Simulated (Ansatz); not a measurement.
**Lattice dynamics of Hf2NF2 monolayer**

Aim: the vibrations of Hf2NF2 monolayer, their spectra, and whether the structure is stable.

Program: Ansatz 0.2.0. Level of theory: DFT PBEsol, scalar-relativistic, plane waves, PAW; PAW set soft_1. Results are calculated unless marked as measured.

Most raw output is cut from this account.

### Step 1. Set-up

The cell holds 5 atoms: 1 N, 2 Hf and 2 F. Its edges and angles: a = 3.260 Å, b = 3.260 Å, c = 20.000 Å, α = 90.0°, β = 90.0°, γ = 120.0°. Vacuum lies along c.

### Step 2. Rough relaxation

A rough relaxation comes first, because large forces or stress need no tight tolerances yet.

The program solves this slab on a cell height of its own, 33.2 Å, in place of the one typed.

File input.yaml:

```yaml
crystal:
  lattice:
    - [3.26, 0.0, 0.0]
    - [-1.63, 2.82324, 0.0]
    - [0.0, 0.0, 20.0]
  atoms:
    - { symbol: "N", position: [0.0, 0.0, 0.5] }
    - { symbol: Hf, position: [0.333333, 0.666667, 0.56] }
    - { symbol: Hf, position: [0.666667, 0.333333, 0.44] }
    - { symbol: F, position: [0.666667, 0.333333, 0.6175] }
    - { symbol: F, position: [0.333333, 0.666667, 0.3825] }
  periodic: [true, true, false]
kpoints:
  mp_grid: { grid: [9, 9, 1] }
hamiltonian:
  xc: pbesol
  pseudopotentials: { kind: paw, azcp: { folder: soft_1 }, xc_functional: pbe }
scf:
  occupations: { method: gaussian, width: 0.1 }
output:
  forces: true
  stress: true
  eigenvalues: true
relax:
  adjacent_minimum: "off"
  f_tol: 0.05
  max_steps: 80
  cell: { stress_2d_tol: 0.02 }
```

On the command line:

```bash
$ ansatz run input.yaml --threads 4 --pin off --max-ram 16384MiB --backend cpu --events-out ev --progress --plain --runs-dir out
```

Elapsed: 45 s, on 4 threads of Arm Neoverse V1, shared host; peak memory 0.77 GiB.

This run has no spin polarisation although its electron count is odd.

Step by step:

| step | energy less that of the first step (eV) | largest force component (eV/Å) | volume (Å³) |
| --- | --- | --- | --- |
| 1 | 0.0000 | 2.8927 | 305.56 |
| 2 | -0.2737 | 1.9885 | 299.08 |
| 3 | -0.3719 | 0.2732 | 296.03 |
| 4 | -0.3821 | 0.2029 | 297.85 |
| 5 | -0.3766 | 0.2769 | 301.15 |
| 6 | -0.3833 | 0.0201 | 299.42 |
| 7* | -0.3805 | 0.0205 | 299.42 |
| 8 | -0.3809 | 0.0014 | 298.97 |
| 9* | -0.3806 | 0.0014 | 298.97 |

Relaxation steps marked * repeat the geometry before them on a plane-wave basis chosen anew for their cell, so energy and pressure can jump there. Relaxation step 5 was tried and not accepted.

The run keeps the 12 symmetry operations that it works with, so distortions that break them were not tested.

| cell as run | before | after | change |
| --- | --- | --- | --- |
| a (Å) | 3.260 | 3.225 | -1.1 % |
| b (Å) | 3.260 | 3.225 | -1.1 % |

The atoms that moved most (Å, along periodic axes as changes of fractional coordinates times the final cell, across vacuum about the mean position):

| atom | dx | dy | dz | length |
| --- | --- | --- | --- | --- |
| F4 | 0.000 | 0.000 | 0.111 | 0.111 |
| F5 | 0.000 | 0.000 | -0.111 | 0.111 |
| Hf2 | 0.000 | 0.000 | -0.063 | 0.063 |
| Hf3 | 0.000 | 0.000 | 0.063 | 0.063 |

Final coordinates:

```xyz
5
Lattice="3.2246 0.0000 0.0000 -1.6123 2.7926 0.0000 0.0000 0.0000 33.2000" Properties=species:S:1:pos:R:3
N     0.0000    0.0000   10.0000
Hf    0.0000    1.8617   11.1366
Hf    1.6123    0.9309    8.8634
F     1.6123    0.9309   12.4612
F     0.0000    1.8617    7.5388
```

This step gave:

* gap on the k-mesh: 0 eV
* area per atom: 1.801 Å²

The relaxation ends with a largest force component of 0.0014 eV/Å.

### Step 3. Bringing the structure to rest

The cell and atoms are relaxed, since residual forces and stress would shift the frequencies.

File input.yaml:

```yaml
crystal:
  lattice:
    - [3.2246190786, 0.0, 0.0]
    - [-1.6123095393, 2.7926020396, 0.0]
    - [0.0, 0.0, 33.2]
  atoms:
    - { symbol: "N", position: [0.0, 0.0, 0.3012048193] }
    - { symbol: Hf, position: [0.3333333333, 0.6666666667, 0.3354400808] }
    - { symbol: Hf, position: [0.6666666667, 0.3333333333, 0.2669695577] }
    - { symbol: F, position: [0.6666666667, 0.3333333333, 0.3753361462] }
    - { symbol: F, position: [0.3333333333, 0.6666666667, 0.2270734924] }
  periodic: [true, true, false]
kpoints:
  mp_grid: { grid: [12, 12, 1] }
hamiltonian:
  xc: pbesol
  pseudopotentials: { kind: paw, azcp: { folder: soft_1 }, xc_functional: pbe }
scf:
  occupations: { method: gaussian, width: 0.1 }
output:
  forces: true
  stress: true
  eigenvalues: true
  write_density: true
  write_potential: true
  elf: true
  volumetric_format: npy
relax:
  adjacent_minimum: "off"
  f_tol: 0.005
  max_steps: 80
  cell: { stress_2d_tol: 0.02 }
```

Wall time 60 s (4 threads); peak memory 0.79 GiB; 3.8 min of CPU time.

Relaxation path:

| step | energy less that of the first step (eV) | largest force component (eV/Å) | volume (Å³) |
| --- | --- | --- | --- |
| 1 | 0.0000 | 0.0499 | 298.97 |
| 2 | -0.0010 | 0.0687 | 297.50 |
| 3 | -0.0011 | 0.0070 | 297.99 |
| 4 | -0.0011 | 0.0012 | 297.94 |
| 5* | -0.0006 | 0.0012 | 297.94 |
| 6 | -0.0006 | 0.0000 | 297.88 |
| 7* | -0.0005 | 0.0000 | 297.88 |

Relaxation steps marked * repeat the geometry before them on a plane-wave basis chosen anew for their cell, so energy and pressure can jump there.

Forces are held to the 12 operations that the run works with; a distortion that breaks them can't arise in this run.

| cell as run | before | after | change |
| --- | --- | --- | --- |
| a (Å) | 3.225 | 3.219 | -0.2 % |
| b (Å) | 3.225 | 3.219 | -0.2 % |

Final coordinates:

```
N Hf F
1.0
     3.21872    0.00000    0.00000
    -1.60936    2.78749    0.00000
     0.00000    0.00000   33.20000
N Hf F
1 2 2
Cartesian
  0.0000 0.0000 10.0000
  0.0000 1.8583 11.1414
  1.6094 0.9292 8.8586
  1.6094 0.9292 12.4695
  0.0000 1.8583 7.5305
```

Numbers from this step:

- area per atom: 1.794 Å²

ELF in the ac plane at fractional y = 0.333, with atoms of Hf and F within 0.2 Å of it. It is the smooth field of the valence electrons, not physical close to the nuclei.

Ten even steps from '_' (0.00) to '@' (0.82), each cell a mean:
```
__________________________________
__________________________________
__________________________________
__________________________________
__________________________________
__________________________________
__________________________________
__________________________________
__________________________________
__________________________________
__________________________________
__________________________________
__________________________________
__________________________________
::________..--++##%%%%%%%%%%%%##++
..::::::::::..::==++++++++++++--::
--==========--::::------------::--
::::::--::..::==##@@@@@@@@@@%%**--
::==++++==--::......::::::::......
____......________________________
__________________________________
__________________________________
__________________________________
__________________________________
```
Columns run along a (3.2 Å), rows up along c (33.2 Å). Atoms in or near the plane, at fractional coordinates: Hf at (0.67, 0.27), F at (0.67, 0.38).

Electrostatic potential energy in the ac plane at fractional y = 0.333, with atoms of Hf and F within 0.2 Å of it. With pseudopotentials it is smooth inside the atoms' cores, unlike the true potential.

Ten even steps from '0' (-28 eV) to '9' (0 eV), each cell a mean:
```
99999999999999999
99999999999999999
99999999999999999
99999999999999999
99999999999999999
99999999999999999
99999999999999999
99999999999999999
99999999999999999
99999999999999999
99999999999999999
99999999999999999
99999999999999999
99999999999999999
99999999754444589
65444567655445576
66556667666666677
57787641000000002
88888887766556678
99999999999999999
99999999999999999
99999999999999999
99999999999999999
99999999999999999
```
Columns run along a (3.2 Å; values clipped at the 3rd and 97th percentile), rows up along c (33.2 Å). Atoms in or near the plane, at fractional coordinates: Hf at (0.67, 0.27), F at (0.67, 0.38).

Valence density in the ac plane at fractional y = 0.333, with atoms of Hf and F within 0.2 Å of it. It is the smooth field of the valence electrons, not physical close to the nuclei.

Ten steps, logarithmic in the rise over the least value, from '0' (0 e/Å³) to '9' (27 e/Å³), each cell a mean:
```
00000000000000000
00000000000000000
00000000000000000
00000000000000000
00000000000000000
00000000000000000
00000000000000000
00000000000000000
00000000000000000
00000000000000000
00000000000000000
00000000000000000
00000000000000000
00000000000000000
00000001245665321
11222111234554321
22222211112221111
11111123579998642
11111110112221110
00000000000000000
00000000000000000
00000000000000000
00000000000000000
00000000000000000
```
Columns run along a (3.2 Å), rows up along c (33.2 Å). Atoms in or near the plane, at fractional coordinates: Hf at (0.67, 0.27), F at (0.67, 0.38).

### Step 4. Relaxing to small forces for the phonons

Phonons need a cell at rest on their own settings, so the relaxation is repeated with tight tolerances on forces and stress, using the mesh and the filling of the phonon run that follows.

input.yaml, the sections that differ from step 3:

```yaml
crystal:
  lattice:
    - [3.2187174514, 0.0, 0.0]
    - [-1.6093587257, 2.7874910805, 0.0]
    - [0.0, 0.0, 33.2]
  atoms:
    - { symbol: "N", position: [0.0, 0.0, 0.3012048193] }
    - { symbol: Hf, position: [0.3333333333, 0.6666666667, 0.3355857609] }
    - { symbol: Hf, position: [0.6666666667, 0.3333333333, 0.2668238777] }
    - { symbol: F, position: [0.6666666667, 0.3333333333, 0.3755865584] }
    - { symbol: F, position: [0.3333333333, 0.6666666667, 0.2268230801] }
  periodic: [true, true, false]
scf:
  occupations: { method: methfessel_paxton, width: 0.2 }
relax:
  adjacent_minimum: "off"
  f_tol: 0.001
  max_steps: 60
  cell: { stress_2d_tol: 0.002 }
# kpoints, hamiltonian, output: as in step 3
```

It took 67 s on 4 threads; peak memory 0.8 GiB.

Little changed from the start: no atom moved by 0.005 Å and no cell edge by 0.1 %.

Numbers from this step:

* area per atom: 1.796 Å²

Valence density in the ac plane at fractional y = 0.333, with atoms of Hf and F within 0.2 Å of it. It is the smooth field of the valence electrons, not physical close to the nuclei.

Ten steps, logarithmic in the rise over the least value, from '0' (0 e/Å³) to '9' (27 e/Å³), each cell a mean:
```
00000000000000000
00000000000000000
00000000000000000
00000000000000000
00000000000000000
00000000000000000
00000000000000000
00000000000000000
00000000000000000
00000000000000000
00000000000000000
00000000000000000
00000000000000000
00000000000000000
00000001245665321
11222111234554321
22222211112221111
11111123579998642
11111110112221110
00000000000000000
00000000000000000
00000000000000000
00000000000000000
00000000000000000
```
Columns run along a (3.2 Å), rows up along c (33.2 Å). Atoms in or near the plane, at fractional coordinates: Hf at (0.67, 0.27), F at (0.67, 0.38).

Electrostatic potential energy in the ac plane at fractional y = 0.333, with atoms of Hf and F within 0.2 Å of it. With pseudopotentials it is smooth inside the atoms' cores, unlike the true potential.

Ten even steps from '0' (-28 eV) to '9' (0 eV), each cell a mean:
```
99999999999999999
99999999999999999
99999999999999999
99999999999999999
99999999999999999
99999999999999999
99999999999999999
99999999999999999
99999999999999999
99999999999999999
99999999999999999
99999999999999999
99999999999999999
99999999999999999
99999999754444589
65444567655445576
66556667666666677
57787641000000002
88888887766556678
99999999999999999
99999999999999999
99999999999999999
99999999999999999
99999999999999999
```
Columns run along a (3.2 Å; values clipped at the 3rd and 97th percentile), rows up along c (33.2 Å). Atoms in or near the plane, at fractional coordinates: Hf at (0.67, 0.27), F at (0.67, 0.38).

ELF in the ac plane at fractional y = 0.333, with atoms of Hf and F within 0.2 Å of it. It is the smooth field of the valence electrons, not physical close to the nuclei.

Ten even steps from '0' (0.00) to '9' (0.82), each cell a mean:
```
00000000000000000
00000000000000000
00000000000000000
00000000000000000
00000000000000000
00000000000000000
00000000000000000
00000000000000000
00000000000000000
00000000000000000
00000000000000000
00000000000000000
00000000000000000
00000000000000000
20000135788888875
12222212455555532
34444432233333323
12232124799999863
24554321112222111
00111000000000000
00000000000000000
00000000000000000
00000000000000000
00000000000000000
```
Columns run along a (3.2 Å), rows up along c (33.2 Å). Atoms in or near the plane, at fractional coordinates: Hf at (0.67, 0.27), F at (0.67, 0.38).

The largest force component left is 0.018 meV/Å, within the tolerances set.

### Step 5. Zone-centre response

The zone centre comes first: it holds the modes that light can see, as far as symmetry allows. No field response is asked, since the mesh shows no gap.

input.yaml, the sections that differ from step 4:

```yaml
crystal:
  lattice:
    - [3.220323954, 0.0, 0.0]
    - [-1.610161977, 2.7888823526, 0.0]
    - [0.0, 0.0, 33.2]
  atoms:
    - { symbol: "N", position: [0.0, 0.0, 0.3012048193] }
    - { symbol: Hf, position: [0.3333333333, 0.6666666667, 0.3355363763] }
    - { symbol: Hf, position: [0.6666666667, 0.3333333333, 0.2668732622] }
    - { symbol: F, position: [0.6666666667, 0.3333333333, 0.3755068133] }
    - { symbol: F, position: [0.3333333333, 0.6666666667, 0.2269028252] }
  periodic: [true, true, false]
output:
  eigenvalues: true
phonons:
  method: dfpt
# kpoints, hamiltonian, scf: as in step 4
# relax: removed
```

Elapsed: 4.4 min, on 4 threads; peak memory 2 GiB.

This step gave:

| Property | Result |
| --- | --- |
| sum-rule residual before enforcement | 1.51e-5 eV/Å² |
| point group | -3m |
| highest optical mode at the zone centre (no LO-TO term) | 652.4 cm⁻¹ |
| lowest optical zone-centre mode | 127.8 cm⁻¹ |

Patterns of degenerate modes are one choice out of their space. The modes at Γ (shares of kinetic energy by element, %):

| mode | frequency (cm⁻¹) | symmetry | N % | Hf % | F % |
| --- | --- | --- | --- | --- | --- |
| 1 | 0.0 | acoustic | 3 | 87 | 9 |
| 2 | 0.0 | acoustic | 3 | 87 | 9 |
| 3 | 0.0 | acoustic | 3 | 87 | 9 |
| 4 | 127.8 | Eg | 0 | 92 | 8 |
| 5 | 127.8 | Eg | 0 | 92 | 8 |
| 6 | 183.5 | A1g | 0 | 85 | 15 |
| 7 | 233.1 | Eg | 0 | 8 | 92 |
| 8 | 233.1 | Eg | 0 | 8 | 92 |
| 9 | 239.2 | Eu | 0 | 9 | 91 |
| 10 | 239.2 | Eu | 0 | 9 | 91 |
| 11 | 390.0 | A2u | 3 | 7 | 89 |
| 12 | 405.8 | A1g | 0 | 15 | 85 |
| 13 | 499.4 | A2u | 93 | 5 | 1 |
| 14 | 652.4 | Eu | 96 | 4 | 0 |
| 15 | 652.4 | Eu | 96 | 4 | 0 |

Displacements in mode 5 (127.8 cm⁻¹), the largest set to 1:
```
N1   0.00  0.00  0.00
Hf2  1.00  0.86  0.00
Hf3 -1.00 -0.86  0.00
F4   0.93  0.80  0.00
F5  -0.93 -0.80  0.00
```

Displacements in mode 15 (652.4 cm⁻¹), the largest set to 1:
```
N1   1.00  0.00  0.00
Hf2 -0.04  0.00  0.00
Hf3 -0.04  0.00  0.00
F4  -0.01  0.00  0.00
F5  -0.01  0.00  0.00
```

Before it was imposed, the acoustic sum rule was missed by 1.5e-5 eV/Å². Small misses are needed for a sound result but don't prove that mesh and cutoff are converged. The lowest optical mode is real, 128 cm⁻¹.

### Step 6. Response at finite wavevector

Stability and thermal properties need the whole zone. Linear response on a 4×4×1 q mesh gives force constants as far as a supercell of that size would.

input.yaml: that of step 5 with these lines changed.

```diff
@@ -23 +23,10 @@
   method: dfpt
+  qmesh: [4, 4, 1]
+  temperatures: { t_max: 1000, t_step: 50 }
+  qpath:
+    path:
+      - [0.0, 0.0, 0.0]
+      - [0.5, 0.0, 0.0]
+      - [0.33333333, 0.33333333, 0.0]
+      - [0.0, 0.0, 0.0]
+    npoints: 10
```

Elapsed: 30 min, on 4 threads; peak memory 4.1 GiB; 2 h of CPU time.

This step gave:

| Item | Value |
| --- | --- |
| sum-rule residual before enforcement | 1.02e-4 eV/Å² |
| lowest frequency on the path | -5.874 cm⁻¹ |
| highest frequency on the path or at a solved wavevector | 652.4 cm⁻¹ |
| lowest mode on the q mesh (acoustic modes at Γ apart) | 58.34 cm⁻¹ |

Frequencies (cm⁻¹) solved at each irreducible wavevector; negative means imaginary. Frequencies by wavevector, by row:

| q in reciprocal lattice units | star | mode 1 | mode 2 | mode 3 | mode 4 | mode 13 | mode 14 | mode 15 |
| --- | --- | --- | --- | --- | --- | --- | --- | --- |
| 0 0 0 | 1 | 0 | 0 | 0 | 127.8 | 499.4 | 652.4 | 652.4 |
| 0 0.25 0 | 6 | 58.3 | 67.5 | 99.8 | 123.1 | 504 | 631.4 | 638.9 |
| 0 -0.5 0 | 3 | 96.6 | 107.1 | 119.6 | 140.2 | 509 | 604.9 | 639.2 |
| 0.25 0.25 0 | 6 | 61.1 | 84.8 | 98 | 122.9 | 510.6 | 585.1 | 632.9 |

Interpolated from a 4×4×1 q mesh. Phonon branches along the path, in cm⁻¹:

| point | branch 1 | branch 2 | branch 3 | branch 4 | branch 12 | branch 13 | branch 14 | branch 15 |
| --- | --- | --- | --- | --- | --- | --- | --- | --- |
| Γ | 0 | 0 | 0 | 128 | 406 | 499 | 652 | 652 |
| halfway | 58 | 68 | 100 | 123 | 362 | 504 | 631 | 639 |
| M | 97 | 107 | 120 | 140 | 348 | 509 | 605 | 639 |
| halfway | 86 | 90 | 109 | 130 | 340 | 510 | 592 | 628 |
| K | 75 | 80 | 80 | 116 | 333 | 512 | 598 | 598 |
| halfway | 64 | 74 | 86 | 117 | 354 | 506 | 614 | 644 |
| Γ | 0 | 0 | 0 | 128 | 406 | 499 | 652 | 652 |

Tetrahedra on a 24×24×1 mesh, mean over bins of 10 cm-1. Interpolated from a 4×4×1 q mesh. The phonon density of states by wavenumber; read off at these points:

| wavenumber (cm⁻¹) | phonon density of states (1/cm⁻¹/cell) |
| --- | --- |
| -5 | 0.00303 |
| 15 | 0.00393 |
| 45 | 0.0084 |
| 65 | 0.0369 |
| 85 | 0.0592 |
| 105 | 0.0278 |
| 125 | 0.0980 |
| 135 | 0.0629 |
| 155 | 0.0132 |
| 175 | 0.0553 |
| 195 | 0 |
| 225 | 0.102 |
| 235 | 0.228 |
| 245 | 0.0180 |
| 265 | 0 |
| 295 | 0 |
| 315 | 0 |
| 335 | 0.0597 |
| 345 | 0.0678 |
| 355 | 0.0272 |
| 385 | 0.0106 |
| 405 | 0.00159 |
| 425 | 0 |
| 455 | 0 |
| 475 | 0 |
| 495 | 0.00503 |
| 505 | 0.0774 |
| 515 | 0.0176 |
| 545 | 0 |
| 565 | 0 |
| 585 | 0.0161 |
| 605 | 0.0235 |
| 635 | 0.0540 |
| 655 | 0.00445 |

[end of part 1 of 2]

[Logs are printed without paths, hosts, clocks, repeated set-up lines and the standing remarks that a program may print on its own settings, such as how far it seeks lower states.]

[Hosts, paths, dates, database ids (printed as entryN), source tags and the programs' standing remarks are cut or masked in the printed files.]
